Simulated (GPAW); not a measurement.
**Dielectric function and optical constants of MgO (Periclase)**

Wanted: where MgO (Periclase) starts to absorb, how strongly, and its refractive index. The cell comes from an older database entry, whose edges can differ from later determinations, mostly by under a per cent.

Program: GPAW 26.7.0. Level of theory: DFT, PBE, plane-wave PAW (GPAW data sets), scalar-relativistic, RPA, optical limit. Results are calculated unless marked as measured.

The database entry behind the starting cell differs from later determinations by our own check (about 0.1 % long), so it need not match the best structure at ambient conditions.

**1. The starting structure**

The structure is cubic, space group Fm-3m (No. 225). The conventional cell has a = 4.217 Å, b = 4.217 Å, c = 4.217 Å, α = 90.00°, β = 90.00°, γ = 90.00°. Nearest to Mg lie 6 O at 2.11 Å. Nearest to O lie 6 Mg at 2.11 Å. Farther neighbours and most contacts between anions are not listed.

**2. Ground state**

First the ground state: is it a metal or has it a gap?

This step: DFT, PBE, plane-wave PAW (GPAW data sets), scalar-relativistic, ground state (GPAW 26.7.0).

gs.py reads:

```python
from ase import Atoms
from ase.dft.bandgap import bandgap
from gpaw import GPAW, PW, FermiDirac

atoms = Atoms(['Mg', 'O'],
              cell=[[0.000000000000, 2.108500000000, 2.108500000000],
                    [2.108500000000, 0.000000000000, 2.108500000000],
                    [2.108500000000, 2.108500000000, 0.000000000000]],
              scaled_positions=[[0.000000000000, 0.000000000000, 0.000000000000],
                                [0.500000000000, 0.500000000000, 0.500000000000]],
              pbc=[True, True, True])
atoms.calc = GPAW(mode=PW(500), xc='PBE', kpts={'size': (9, 9, 9), 'gamma': True},
                  occupations=FermiDirac(0.05), maxiter=150, txt='gs.txt')
print('energy (eV)', atoms.get_potential_energy())
print('Fermi level (eV)', atoms.calc.get_fermi_level())
print('valence electrons', atoms.calc.get_number_of_electrons())
print('gap (eV)', bandgap(atoms.calc, output=None)[0])
print('direct gap (eV)', bandgap(atoms.calc, direct=True, output=None)[0])
atoms.calc.write('gs.gpw')
```

Command:

```
OMP_NUM_THREADS=1 python gs.py
```

Numbers of over 12 decimals in the logs are rounded to 6 here.

Log:

```text
__  _  _
 | _ |_)|_||  |
 |__||  | ||/\| - 26.7.0

Versions:
  Python: 3.12.14
  ASE:    3.29.0
  Numpy:  2.5.5
  Scipy:  1.18.1
  Libxc:  7.0.0

Input parameters:
  mode=PW(ecut=500.0),
  kpts=MonkhorstPack(size=(9, 9, 9), gamma=True),
  maxiter=150,
  occupations=Occupations(name='fermi-dirac', width=0.05, fixmagmom=False),
  xc=XC(name='PBE')

Diagonalizing LCAO Hamiltonian
Converting LCAO to pw mode

              O

       Mg

Atoms  # Å, Bohr magnetons
|   | symbol |        x |        y |        z |    initial magnetic moments |
| 0 |     Mg | 0.000000 | 0.000000 | 0.000000 | ( 0.0000,  0.0000,  0.0000) |
| 1 |      O | 2.108500 | 2.108500 | 2.108500 | ( 0.0000,  0.0000,  0.0000) |

Unit cell  # Å
| periodic |        x |        y |        z |  lengths |    angles |
|      yes | 0.000000 | 2.108500 | 2.108500 | 2.981869 | 60.000000 |
|      yes | 2.108500 | 0.000000 | 2.108500 | 2.981869 | 60.000000 |
|      yes | 2.108500 | 2.108500 | 0.000000 | 2.981869 | 60.000000 |

Number of symmetries: 48
Symmetry operations  # r_c * U_cc + t_c -> r_c
|    | kind |            matrix            |
|  0 |  σ   |  1, 0, 0,  1, 0,-1,  1,-1, 0 |
|  1 |  C2  |  1, 0, 0,  1,-1, 0,  1, 0,-1 |
|  2 |  E   |  1, 0, 0,  0, 1, 0,  0, 0, 1 |
|  3 |  σ   |  1, 0, 0,  0, 0, 1,  0, 1, 0 |
|  4 |  C4  |  1, 0,-1,  1, 0, 0,  1,-1, 0 |
|  5 |  S6  |  1, 0,-1,  1,-1, 0,  1, 0, 0 |
|  6 |  σ   |  1, 0,-1,  0, 1,-1,  0, 0,-1 |
|  7 |  C3  |  1, 0,-1,  0, 0,-1,  0, 1,-1 |
|  8 |  S6  |  1,-1, 0,  1, 0, 0,  1, 0,-1 |
|  9 |  C4  |  1,-1, 0,  1, 0,-1,  1, 0, 0 |
| 10 |  C3  |  1,-1, 0,  0,-1, 1,  0,-1, 0 |
| 11 |  σ   |  1,-1, 0,  0,-1, 0,  0,-1, 1 |
| 12 |  σ   |  0, 1, 0,  1, 0, 0,  0, 0, 1 |
| 13 |  C4  |  0, 1, 0,  0, 1,-1, -1, 1, 0 |
| 14 |  C3  |  0, 1, 0,  0, 0, 1,  1, 0, 0 |
| 15 |  S6  |  0, 1, 0, -1, 1, 0,  0, 1,-1 |
| 16 |  C2  |  0, 1,-1,  1, 0,-1,  0, 0,-1 |
| 17 |  σ   |  0, 1,-1,  0, 1, 0, -1, 1, 0 |
| 18 |  S4  |  0, 1,-1,  0, 0,-1,  1, 0,-1 |
| 19 |  C4  |  0, 1,-1, -1, 1, 0,  0, 1, 0 |
| 20 |  C3  |  0, 0, 1,  1, 0, 0,  0, 1, 0 |
| 21 |  σ   |  0, 0, 1,  0, 1, 0,  1, 0, 0 |
| 22 |  S6  |  0, 0, 1,  0,-1, 1, -1, 0, 1 |
| 23 |  C4  |  0, 0, 1, -1, 0, 1,  0,-1, 1 |
| 24 |  S4  |  0, 0,-1,  1, 0,-1,  0, 1,-1 |
| 25 |  C3  |  0, 0,-1,  0, 1,-1,  1, 0,-1 |
| 26 |  C2  |  0, 0,-1,  0,-1, 0, -1, 0, 0 |
| 27 |  S6  |  0, 0,-1, -1, 0, 0,  0,-1, 0 |
| 28 |  S4  |  0,-1, 1,  1,-1, 0,  0,-1, 0 |
| 29 |  C4  |  0,-1, 1,  0, 0, 1, -1, 0, 1 |
| 30 |  C2  |  0,-1, 1,  0,-1, 0,  1,-1, 0 |
| 31 |  σ   |  0,-1, 1, -1, 0, 1,  0, 0, 1 |
| 32 |  C3  |  0,-1, 0,  1,-1, 0,  0,-1, 1 |
| 33 |  S6  |  0,-1, 0,  0, 0,-1, -1, 0, 0 |
| 34 |  S4  |  0,-1, 0,  0,-1, 1,  1,-1, 0 |
| 35 |  C2  |  0,-1, 0, -1, 0, 0,  0, 0,-1 |
| 36 |  C2  | -1, 1, 0,  0, 1, 0,  0, 1,-1 |
| 37 |  S6  | -1, 1, 0,  0, 1,-1,  0, 1, 0 |
| 38 |  S4  | -1, 1, 0, -1, 0, 1, -1, 0, 0 |
| 39 |  C3  | -1, 1, 0, -1, 0, 0, -1, 0, 1 |
| 40 |  S6  | -1, 0, 1,  0, 0, 1,  0,-1, 1 |
| 41 |  C2  | -1, 0, 1,  0,-1, 1,  0, 0, 1 |
| 42 |  C3  | -1, 0, 1, -1, 1, 0, -1, 0, 0 |
| 43 |  S4  | -1, 0, 1, -1, 0, 0, -1, 1, 0 |
| 44 |  C2  | -1, 0, 0,  0, 0,-1,  0,-1, 0 |
| 45 |  i   | -1, 0, 0,  0,-1, 0,  0, 0,-1 |
| 46 |  σ   | -1, 0, 0, -1, 1, 0, -1, 0, 1 |
| 47 |  C2  | -1, 0, 0, -1, 0, 1, -1, 1, 0 |

BZ-sampling:
  Number of BZ points: 729
  Number of IBZ points: 35

  Monkhorst-Pack size: [9, 9, 9]
  Monkhorst-Pack shift: [0, 0, 0]

K-points  # in reciprocal-cell coordinates
|     |                                coordinates |     weight |
|   0 | (  0.00000000,   0.00000000,   0.00000000) | 0.00137174 |
|   1 | (  0.11111111,   0.11111111,   0.00000000) | 0.00823045 |
|   2 | (  0.11111111,   0.11111111,   0.11111111) | 0.01097394 |
|   3 | (  0.22222222,   0.11111111,   0.11111111) | 0.01646091 |
|   4 | (  0.22222222,   0.22222222,   0.00000000) | 0.00823045 |
|   5 | (  0.22222222,   0.22222222,   0.11111111) | 0.03292181 |
|   6 | (  0.22222222,   0.22222222,   0.22222222) | 0.01097394 |
|   7 | (  0.33333333,   0.22222222,   0.11111111) | 0.03292181 |
|   8 | (  0.33333333,   0.22222222,   0.22222222) | 0.03292181 |
|   9 | (  0.33333333,   0.33333333,  -0.33333333) | 0.01646091 |
| ... |                                            |            |
|  34 | (  0.44444444,   0.44444444,   0.44444444) | 0.01097394 |

Plane wave coefficients: 531
Cutoff: 500.0 eV

Spin-components: 1 (collinear spins)
Bands:           12
Projectors:      10
Spin-degeneracy: 2
Datatype:        complex128

Parallelization:
  kpt:    1
  domain: 1
  band:   1

Density:
  Valence electrons: 16.0
  Components: 1
  Grid points: [16 16 16]
  Charge: 0.0  # |e|

Potential:
  Grid points: [16 16 16]

species:
  Mg:
    name:    Magnesium
    id:
    Z:       12.0
    valence: 10
    core:    2
    charge:  0.0  # [|e|]
    compensation charges:
      type: gauss
      rc: 0.33  # [Å]
      lmax: 2
    cutoffs:
      filter: 1.86  # [Å]
      core: 0.54  # [Å]
    projectors
    | kind |    occ | energy [eV] | rcut [Å] |
    |   2s |  2.000 |     -79.840 |    1.090 |
    |   3s |  2.000 |      -4.705 |    1.090 |
    |   2p |  6.000 |     -46.613 |    1.085 |
    |   3p |  0.000 |      -1.330 |    1.085 |
    |    d |        |       0.000 |    1.037 |

    Using partial waves for Mg as LCAO basis

  O:
    name:    Oxygen
    id:
    Z:       8.0
    valence: 6
    core:    2
    charge:  0.0  # [|e|]
    compensation charges:
      type: gauss
      rc: 0.21  # [Å]
      lmax: 2
    cutoffs:
      filter: 1.17  # [Å]
      core: 0.83  # [Å]
    projectors
    | kind |    occ | energy [eV] | rcut [Å] |
    |   2s |  2.000 |     -23.961 |    0.688 |
    |   2p |  4.000 |      -9.029 |    0.598 |
    |    s |        |       3.251 |    0.688 |
    |    p |        |      18.182 |    0.598 |
    |    d |        |       0.000 |    0.619 |

    Using partial waves for O as LCAO basis

Reference energy: -7490.497190  # eV

eigensolver:
  PPCG
  Converge bands: occupied
  niter=2

density mixing:
  MSR1-Mixer
  Pratt-step length: 0.05
  Maximum mixing coefficient: 0.75
  Old densities: 10
  SVD Regularization: 0.005
  Good broyden scale: 1.0
  Trust region scale: 1.0
  Backstep threshold: 4.0
  History deletion threshold: 6.0
  Fourier metric: weight=20.0, sigma=0.015

occupation numbers:
  Fermi-Dirac:
    width: 0.0500  # eV

poisson solver:
  ecut: 4000.0  # eV

xc functional:
  name: PBE with 2 nearest neighbor stencil

convergence criteria:
- Maximum [total energy] change in last 3 cyles: 0.0005 eV / valence electron
- Maximum integral of absolute [dens]ity change: 0.0001 electrons / valence electron
- Maximum integral of absolute [eigenst]ate change: 4e-08 eV^2 / valence electron
maximum number of iterations: 150

SCF iterations
|iter     |      energy | eigst |  dens |
|iter:   1||  -13.004755 | +0.20 |       |
|iter:   2||  -12.677460 | -1.82 | -0.99 |
|iter:   3||  -11.774246 | -0.98 | -1.04 |
|iter:   4||  -11.778593 | -2.89 | -1.58 |
|iter:   5||  -11.783388 | -2.79 | -1.85 |
|iter:   6||  -11.783465c| -5.08 | -2.97 |
|iter:   7||  -11.783487c| -6.01 | -3.35 |
|iter:   8||  -11.783487c| -7.44c| -4.37c|

Converged in 8 steps
SCF loop duration: 2.531 s (0.316 s/step)
Energy contributions relative to reference atoms: (reference = -7490.497190)

Energy contributions:
  Kinetic:           9.561513
  Coulomb:          -7.274312
  Zero:             -0.000177
  External:          0.000000
  Xc:              -14.070511
  Entropy:          -0.000000
  Spinorbit:         0.000000
  ----------------------------
  Free energy:     -11.783487
  Extrapolated:    -11.783487

dipole moment: (-6.047430, -6.047430, -6.047430)  # |e|*Ang

Fermi level: 5.770
Eigenvalues  # (at kpt = [0.000, 0.000, 0.000])
| band index |      eig [eV] | occ [0-2] |
|          0 |       -67.546 |     2.000 |
|          1 |       -34.291 |     2.000 |
|          2 |       -34.291 |     2.000 |
|          3 |       -34.291 |     2.000 |
|          4 |       -12.392 |     2.000 |
|          5 |         4.826 |     2.000 |
|          6 |         4.826 |     2.000 |
|          7 |         4.826 |     2.000 |
|          8 |         9.568 |     0.000 |
|          9 |        24.538 |     0.000 |
|         10 |        28.565 |     0.000 |
|         11 |        29.146 |     0.000 |

Gap: 4.742 eV
Transition (v -> c):
  (s=0, k=0, n=7, [0.00, 0.00, 0.00]) -> (s=0, k=0, n=8, [0.00, 0.00, 0.00])
No difference between direct/indirect transitions

--- standard output ---
energy (eV) -11.783487
Fermi level (eV) 5.770402
valence electrons 16.0
gap (eV) 4.742006
direct gap (eV) 4.742006
```

Wall time 4 s (1 thread of Arm Neoverse V2, shared host); peak memory 0.13 GiB.

Read-outs, printed or worked out from the files:

- energy: -11.78 eV
- Fermi energy: 5.770 eV
- gap on the k-mesh: 4.742 eV
- direct gap on the mesh: 4.742 eV
- electrons: 16

There is a gap, 4.74 eV on this mesh (points off the mesh can give less), so no carriers' term is needed.

**3. Bands for the response**

The response needs many more empty bands than the density does.

This step: DFT, PBE, plane-wave PAW (GPAW data sets), scalar-relativistic, bands at fixed density (GPAW 26.7.0).

nscf.py reads:

```python
from ase.dft.bandgap import bandgap
from gpaw import GPAW, FermiDirac

calc = GPAW('gs.gpw').fixed_density(kpts={'size': (14, 14, 14), 'gamma': True}, nbands=27, convergence={'bands': 21},
                                    occupations=FermiDirac(0.001), txt='nscf.txt')
print('gap (eV)', bandgap(calc, output=None)[0])
print('direct gap (eV)', bandgap(calc, direct=True, output=None)[0])
print('top band over the Fermi level (eV)', min(calc.get_eigenvalues(kpt=k)[20] for k in range(len(calc.get_ibz_k_points()))) - calc.get_fermi_level())
calc.write('full.gpw', mode='all')
```

Command:

```
OMP_NUM_THREADS=1 python nscf.py
```

Log:

```text
Diagonalizing LCAO Hamiltonian
Converting LCAO to pw mode
convergence criteria:
- Maximum integral of absolute [eigenst]ate change: 4e-08 eV^2 / valence electron
maximum number of iterations: 150

SCF iterations
|iter     |      energy | eigst |  dens |
|iter:   1||             | +2.93 |       |
|iter:   2||             | +1.06 |       |
|iter:   3||             | -0.52 |       |
|iter:   4||             | -2.77 |       |
|iter:   5||             | -4.19 |       |
|iter:   6||             | -6.55 |       |
|iter:   7||             | -7.62c|       |
SCF steps: 7
  __  _  _
 | _ |_)|_||  |
 |__||  | ||/\| - 26.7.0

Versions:
  Python: 3.12.14
  ASE:    3.29.0
  Numpy:  2.5.5
  Scipy:  1.18.1
  Libxc:  7.0.0

Input parameters:
  mode=PW(ecut=500.0),
  convergence={'bands': 21},
  gpts=array([16, 16, 16]),
  kpts=MonkhorstPack(size=(14, 14, 14), gamma=True),
  maxiter=150,
  nbands=27,
  occupations=Occupations(name='fermi-dirac', width=0.001, fixmagmom=False),
  parallel={},
  xc=XC(name='PBE')

--- standard output ---
gap (eV) 4.742006
direct gap (eV) 4.742006
top band over the Fermi level (eV) 35.058690
```

The job ended after 15 s (1 thread; peak memory 0.16 GiB).

[end of part 1 of 2]

[Machine, clock and banner lines and Python warnings are left out of the logs.]

[Logs are printed without paths, hosts, clocks, repeated set-up lines and the standing remarks that a program may print on its own settings, such as how far it seeks lower states.]

[Hosts, paths, dates, database ids (printed as entryN), source tags and the programs' standing remarks are cut or masked in the printed files.]
